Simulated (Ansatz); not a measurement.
**BiP (model cell, started as zinc blende): phonons and vibrational spectra**

How does BiP (model cell, started as zinc blende) vibrate, and is this structure a minimum?

Main program and level: Ansatz 0.2.0; DFT r2SCAN, scalar-relativistic, plane waves, PAW.

Report form: the programs' logs are mostly left out.

The structure was built from a prototype and need not be the compound's stable phase.

### 1. Starting point

The structure is cubic, space group F-43m (No. 216). The conventional cell has a = 6.469 Å, b = 6.469 Å, c = 6.469 Å, α = 90.00°, β = 90.00°, γ = 90.00°. Nearest to Bi lie 4 P at 2.80 Å. Nearest to P lie 4 Bi at 2.80 Å. Farther neighbours are not listed.

Structure file:

```cif
data_structure
_symmetry_space_group_name_H-M 'F-43m'
_symmetry_Int_Tables_number 216
_cell_length_a 6.4691
_cell_length_b 6.4691
_cell_length_c 6.4691
_cell_angle_alpha 90.000
_cell_angle_beta 90.000
_cell_angle_gamma 90.000
_cell_volume 270.73
loop_
_atom_site_label
_atom_site_type_symbol
_atom_site_symmetry_multiplicity
_atom_site_Wyckoff_symbol
_atom_site_fract_x
_atom_site_fract_y
_atom_site_fract_z
_atom_site_occupancy
Bi1 Bi 4 a 0.00000 0.00000 0.00000 1
P1 P 4 d 0.25000 0.25000 0.75000 1
```

### 2. Bringing the structure to rest

The cell and atoms are relaxed, since residual forces and stress would shift the frequencies.

File input.yaml:

```yaml
crystal:
  lattice:
    - [0.0, 3.23455, 3.23455]
    - [3.23455, 0.0, 3.23455]
    - [3.23455, 3.23455, 0.0]
  atoms:
    - { symbol: Bi, position: [0.0, 0.0, 0.0] }
    - { symbol: P, position: [0.25, 0.25, 0.25] }
kpoints:
  mp_grid: { grid: [12, 12, 12] }
hamiltonian:
  xc: r2scan
scf:
  occupations: { method: gaussian, width: 0.1 }
output:
  forces: true
  stress: true
  eigenvalues: true
relax:
  adjacent_minimum: "off"
  f_tol: 0.005
  max_steps: 80
  cell: { stress_tol: 0.05 }
```

Started as:

```bash
$ ansatz run input.yaml --threads 4 --pin off --max-ram 7168MiB --backend cpu --events-out ev --progress --plain --runs-dir out
```

Run time: 17 s. Hardware: 4 threads of Arm Neoverse V2, shared host; peak memory 0.69 GiB.

Little changed from the start: no atom moved by 0.005 Å and no cell edge by 0.1 %.

Numbers from this step:

```
pressure          : -3.09e-4 GPa
volume per atom   : 33.77 Å³
gap on the k-mesh : 0 eV
```

In this step the volume went from 33.84 to 33.77 Å³/atom.

### 3. Tight relaxation

Phonons need a cell at rest on their own settings, so the relaxation is repeated with tight tolerances on forces and stress on the k mesh and occupations of the first response run.

File input.yaml:

```yaml
crystal:
  lattice:
    - [0.0, 3.2322066272, 3.2322066272]
    - [3.2322066272, 0.0, 3.2322066272]
    - [3.2322066272, 3.2322066272, 0.0]
  atoms:
    - { symbol: Bi, position: [0.0, 0.0, 0.0] }
    - { symbol: P, position: [0.25, 0.25, 0.25] }
kpoints:
  mp_grid: { grid: [12, 12, 12] }
hamiltonian:
  xc: r2scan
scf:
  occupations: { method: methfessel_paxton, width: 0.2 }
output:
  forces: true
  stress: true
  eigenvalues: true
  write_density: true
  write_potential: true
  elf: true
  volumetric_format: npy
relax:
  adjacent_minimum: "off"
  f_tol: 0.001
  max_steps: 60
  cell: { stress_tol: 0.01 }
```

Run time: 18 s. Hardware: 4 threads; peak memory 0.71 GiB; 70 s of CPU time.

Little changed from the start: no atom moved by 0.005 Å and no cell edge by 0.1 %.

This step gave:

| Quantity | Value |
| --- | --- |
| pressure | 4.60e-5 GPa |
| volume per atom | 33.78 Å³ |

Electrostatic potential energy in the ac plane of a cell with a along [110], b along [-110] and c along [001] of the cube at fractional y = 0.500, with atoms of Bi and P within 0.2 Å of it. With pseudopotentials it is smooth inside the atoms' cores, unlike the true potential.

Values in eV, 10 rows by 16 columns, each cell a mean:
```
 10  10  10  11  11  10  10  10  10  10  10  11  11  10  10  10
 10  10  10  10  10  10  10  10  10  10  10  10  10  10  10  10
 10   9   8   7   6   8   9  10  10   9   8   7   6   8   9  10
 10   8   1 -17 -21  -3   7   9  10   8   1 -17 -21  -3   7   9
  9   6 -15 -68 -73 -31   3   9   9   6 -15 -68 -73 -31   3   9
  5   5 -11 -60 -67 -24   4   6   5   5 -11 -60 -67 -24   4   6
-34  -5   3  -6  -8   1   1 -26 -34  -5   3  -6  -8   1   1 -26
-62 -17   7   8   8   8  -5 -53 -62 -17   7   8   8   8  -5 -53
-19   1   9  10  10  10   5 -14 -19   1   9  10  10  10   5 -14
  8   9  10  11  11  10  10   8   8   9  10  11  11  10  10   8
```
Columns run along a (9.1 Å; values clipped at the 3rd and 97th percentile), rows up along c (6.5 Å), edges of the conventional cell, whose origin can differ from the input's. Atoms in or near the plane, at fractional coordinates: Bi at (0.75, 0.50), Bi at (0.25, 0.50), P at (0.50, 0.25), P at (0.00, 0.25).

Valence density in the ac plane of a cell with a along [110], b along [-110] and c along [001] of the cube at fractional y = 0.500, with atoms of Bi and P within 0.2 Å of it. It is the smooth field of the valence electrons, not physical close to the nuclei.

Ten steps, logarithmic in the rise over the least value, from '_' (0.0 e/Å³) to '@' (7.4 e/Å³), each cell a mean:
```
____________________________________________________
____________________________________________________
____________________________________________________
____________________________________________________
________..........________________..........________
______..::------::..____________..::------::..______
____..::==++****++--..________..::==++****++--..____
____..--**%%@@%%##==::..______..--**%%@@%%##==::..__
....::==##@@@@@@%%++--........::==##@@@@@@%%++--....
::::::==**%%@@@@%%++--::::::::::==**%%@@@@%%++--::::
==------++##%%%%**==----====------++##%%%%**==----==
======----==++++==--============----==++++==--======
--====--::::::::::--====----====--::::::::::--====--
..====--::........::====--..====--::........::====--
======::..______..::--==========::..______..::--====
====--::..________..::--======--::..________..::--==
--::::..____________..::----::::..____________..::--
......________________..........________________....
```
Columns run along a (9.1 Å), rows up along c (6.5 Å), edges of the conventional cell, whose origin can differ from the input's. Atoms in or near the plane, at fractional coordinates: Bi at (0.75, 0.50), Bi at (0.25, 0.50), P at (0.50, 0.25), P at (0.00, 0.25).

ELF in the ac plane of a cell with a along [110], b along [-110] and c along [001] of the cube at fractional y = 0.500, with atoms of Bi and P within 0.2 Å of it. It is the smooth field of the valence electrons, not physical close to the nuclei.

Ten even steps from '_' (0.01) to '@' (0.84), each cell a mean:
```
....__________________........__________________....
____________________________________________________
____________________________________________________
____________....______________________....__________
______....::::::::..____________....::::::::..______
____..::--========--..________..::--========--..____
____::==++++==++++==--..______::==++++==++++==--..__
....--==++--::::==++==........--==++--::::==++==....
--::--====::....--++==::::--::--====::....--++==::::
**++======::....--====++****++======::....--====++**
@@@@##++====--======**%%@@@@@@##++====--======**%%@@
##@@@@**==========++%%@@%%##@@@@**==========++%%@@%%
..**@@%%==------==**@@@@::..**@@%%==------==**@@@@::
__--@@%%++::..::--##@@##____--@@%%++::..::--##@@##__
--##@@%%==..__..::**%%%%++--##@@%%==..__..::**%%%%++
@@@@%%**--..____::++##@@@@@@@@%%**--..____::++##@@@@
%%##**==..________::++##%%%%##**==..________::++##%%
++==--..__________..::==++++==--..__________..::==++
```
Columns run along a (9.1 Å), rows up along c (6.5 Å), edges of the conventional cell, whose origin can differ from the input's. Atoms in or near the plane, at fractional coordinates: Bi at (0.75, 0.50), Bi at (0.25, 0.50), P at (0.50, 0.25), P at (0.00, 0.25).

The forces vanish by symmetry and the pressure is 0.000 GPa, within the tolerances set. The cell now holds 33.78 Å³/atom.

### 4. Linear response at the zone centre

The zone centre comes first: it holds the modes that light can see, as far as symmetry allows. No field response is asked, since the mesh shows no gap.

input.yaml, the sections that differ from step 3:

```yaml
crystal:
  lattice:
    - [0.0, 3.2326122068, 3.2326122068]
    - [3.2326122068, 0.0, 3.2326122068]
    - [3.2326122068, 3.2326122068, 0.0]
  atoms:
    - { symbol: Bi, position: [0.0, 0.0, 0.0] }
    - { symbol: P, position: [0.25, 0.25, 0.25] }
output:
  eigenvalues: true
phonons:
  method: dfpt
# kpoints, hamiltonian, scf: as in step 3
# relax: removed
```

Wall time 77 s (4 threads); peak memory 2.5 GiB; 5 min of CPU time.

This step gave:

* sum-rule residual before enforcement: 1.08e-4 eV/Å²
* point group: -43m
* highest optical mode at the zone centre (no LO-TO term): 217.5 cm⁻¹
* lowest optical zone-centre mode: 217.5 cm⁻¹

Patterns of degenerate modes are one choice out of their space. Modes at Γ, with each element's share of the kinetic energy:

```tsv
mode	frequency (cm⁻¹)	symmetry	Bi %	P %
1	0.0	acoustic	87	13
2	0.0	acoustic	87	13
3	0.0	acoustic	87	13
4	217.5	T2	13	87
5	217.5	T2	13	87
6	217.5	T2	13	87
```

Displacements in mode 4 (217.5 cm⁻¹), the largest set to 1:
```
Bi1  0.00 -0.15  0.00
P2   0.00  1.00  0.00
```

Before it was imposed, the acoustic sum rule was missed by 1.1e-4 eV/Å². Small misses are needed for a sound result but don't prove that mesh and cutoff are converged. The lowest optical mode is real, 218 cm⁻¹.

### 5. Phonons on a q mesh

Stability and thermal properties need the whole zone. Linear response on a 2×2×2 q mesh gives force constants as far as a supercell of that size would.

Edit input.yaml of step 4 so:

```diff
@@ -18 +18,8 @@
   method: dfpt
+  qmesh: [2, 2, 2]
+  temperatures: { t_max: 1000, t_step: 50 }
+  qpath:
+    path:
+      - [[0.0, 0.0, 0.0], [-0.5, -0.5, 0.0], [-0.375, -0.375, 0.25]]
+      - [[-0.375, 0.0, 0.375], [0.0, 0.0, 0.0], [0.0, 0.0, 0.5], [-0.5, -0.25, 0.25], [-0.5, -0.5, 0.0]]
+    npoints: 10
```

Run time: 5.3 min. Hardware: 4 threads; peak memory 3 GiB.

This step gave:

| Item | Value |
| --- | --- |
| lowest frequency on the path | -59.47 cm⁻¹ |
| highest frequency on the path or at a solved wavevector | 226.2 cm⁻¹ |
| lowest mode on the q mesh (acoustic modes at Γ apart) | -56.73 cm⁻¹ |

Frequencies (cm⁻¹) solved at each irreducible wavevector; negative means imaginary. Frequencies by wavevector, by row:

```tsv
q in reciprocal lattice units	star	mode 1	mode 2	mode 3	mode 4	mode 5	mode 6
0 0 0	1	0	0	0	217.5	217.5	217.5
0 0 -0.5	4	6.8	6.8	82.8	190.7	190.7	190.8
0 -0.5 -0.5	3	-56.7	-56.7	64.2	74.4	74.4	222
```

Interpolated from a 2×2×2 q mesh. Phonon branches along the path, in cm⁻¹:

```tsv
point	branch 1	branch 2	branch 3	branch 4	branch 5	branch 6
Γ	0	0	0	218	218	218
halfway	-15	-15	58	171	171	226
X	-57	-57	64	74	74	222
halfway	-45	-40	64	85	86	216
U	-26	30	67	115	116	202
jump to K	-26	30	67	115	116	202
halfway	-15	30	66	186	199	200
Γ	0	0	0	218	218	218
halfway	-3	-3	64	203	205	205
L	7	7	83	191	191	191
halfway	-25	37	75	148	178	182
W	-60	50	68	101	165	171
halfway	-59	32	65	90	102	209
X	-57	-57	64	74	74	222
```

Tetrahedra on a 18×18×18 mesh, mean over bins of 5 cm-1. Interpolated from a 2×2×2 q mesh. Phonon density of states against wavenumber; read off at these points:

wavenumber (cm⁻¹), phonon density of states (1/cm⁻¹/cell) and a bar:
```
      -58     0.0045 ##
      -48     0.0118 #####
      -38     0.0154 #######
      -28     0.0210 #########
      -18     0.0344 ###############
       -8     0.0195 ########
        2     0.0116 #####
       12     0.0189 ########
       22     0.0204 #########
       32     0.0216 #########
       42     0.0249 ###########
       52     0.0041 #
       62     0.0188 ########
       68     0.0672 ##############################
       72     0.0614 ###########################
       82     0.0090 ####
       88     0.0040 #
       98     0.0070 ###
      108     0.0104 ####
      118     0.0111 #####
      128     0.0122 #####
      138     0.0140 ######
      148     0.0163 #######
      158     0.0200 #########
      168     0.0253 ###########
      178     0.0331 ###############
      188     0.0503 ######################
      198     0.0356 ################
      208     0.0303 #############
      218     0.0260 ###########
      228     0.0009
```

The partial phonon density of states has structure finer than the step of the table below, so its rows give means over 10 cm⁻¹, whole bins alone (the curve runs from -67.5 to 243 cm⁻¹). Peaks (cm⁻¹: height): Bi -16.8: 0.0292, 43.8: 0.0214, 69.2: 0.0688; P -36.3: 0.00806, 188.4: 0.0468.

Phonopy on the run's constants, 15x15x15 mesh, Gaussian sigma 2.2 cm-1. Interpolated from a 2×2×2 q mesh. Table of partial phonon density of states by wavenumber; means over each step; values in 1/cm⁻¹/cell:

```tsv
wavenumber (cm⁻¹)	Bi	P
-60	0.00131	0.00215
-50	0.00514	0.00591
-40	0.00857	0.00575
-30	0.0135	0.00560
-20	0.0227	0.00580
-10	0.0214	0.00456
0	0.00989	0.00232
10	0.0138	0.00274
20	0.0159	0.00306
30	0.0181	0.00365
40	0.0199	0.00313
50	0.0102	0.00114
60	0.0151	7.2e-4
70	0.0572	0.00204
80	0.0195	0.00150
90	0.00336	0.00230
100	0.00393	0.00387
110	0.00460	0.00689
120	0.00348	0.00695
130	0.00335	0.00968
140	0.00316	0.0112
150	0.00295	0.0134
160	0.00322	0.0178
170	0.00351	0.0228
180	0.00485	0.0348
190	0.00501	0.0406
200	0.00315	0.0314
210	0.00227	0.0275
220	0.00116	0.0191
230	7.6e-5	0.00170
```

Second derivatives of the energy by pair, one row for each kind of neighbour of each atom listed. Each entry sums the pair over the periodic images of the supercell that the q mesh stands for, and in a polar crystal it holds the long-range dipole part too. Force constants by pair, by row:

```tsv
atom	neighbour	distance (Å)	third of the trace (eV/Å²)	along the pair's line (eV/Å²)
Bi1	itself	0	4.222	–
Bi1	P	2.8	-1.09	-2.322
Bi1	Bi	4.572	0.2259	-0.1127
Bi1	P	5.361	-0.0839	-0.3991
Bi1	Bi	6.465	-0.8832	-0.8832
P2	itself	0	3.077	–
P2	Bi	2.8	-1.09	-2.322
P2	P	4.572	0.3649	-0.1997
P2	Bi	5.361	-0.0839	-0.3991
P2	P	6.465	-0.5718	-0.5718
```

Symmetry leaves 3 wavevectors to solve. The lowest mode among them, the acoustic zeros apart, lies at q = (0, -0.5, -0.5) and is imaginary, 56.7i cm⁻¹, so the energy falls along it.

### 6. What came out

```
space group after relaxation (within 0.01 Å)            : F-43m
volume per atom                                         : 33.8 Å³
electronic character                                    : no gap on this mesh
highest optical mode at the zone centre (no LO-TO term) : 218 cm⁻¹
lowest optical zone-centre mode                         : 218 cm⁻¹
lowest mode on the q mesh (acoustic modes at Γ apart)   : -56.7 cm⁻¹
highest frequency on the path or at a solved wavevector : 226 cm⁻¹
imaginary modes on the 2×2×2 q mesh                     : yes
```

**Reading.** Modes are clearly imaginary (beyond 10i cm⁻¹) at 1 of the 3 irreducible wavevectors, most at q = (0, -0.5, -0.5) (56.7i cm⁻¹), so this structure is not a minimum of the energy. The optical modes at Γ form one degenerate level at 218 cm⁻¹. The highest mode in this list at Γ, 217.5 cm⁻¹, is mostly motion of P (87 % of the kinetic energy). With no gap, or one that is small against the smearing, the frequencies hang on the k mesh and the smearing, most of all near Kohn anomalies. Spin-orbit coupling is left out, which can matter for the heavy elements here. A phonon run warned that its eigensolver left some bands unconverged in a pass. The starting cell was built on a prototype and not taken from a measurement, so the phase need not exist. These are harmonic frequencies at zero temperature: anharmonic shifts, linewidths and thermal expansion are left out.

[Logs are printed without paths, hosts, clocks, repeated set-up lines and the standing remarks that a program may print on its own settings, such as how far it seeks lower states.]

[Hosts, paths, dates, database ids (printed as entryN), source tags and the programs' standing remarks are cut or masked in the printed files.]
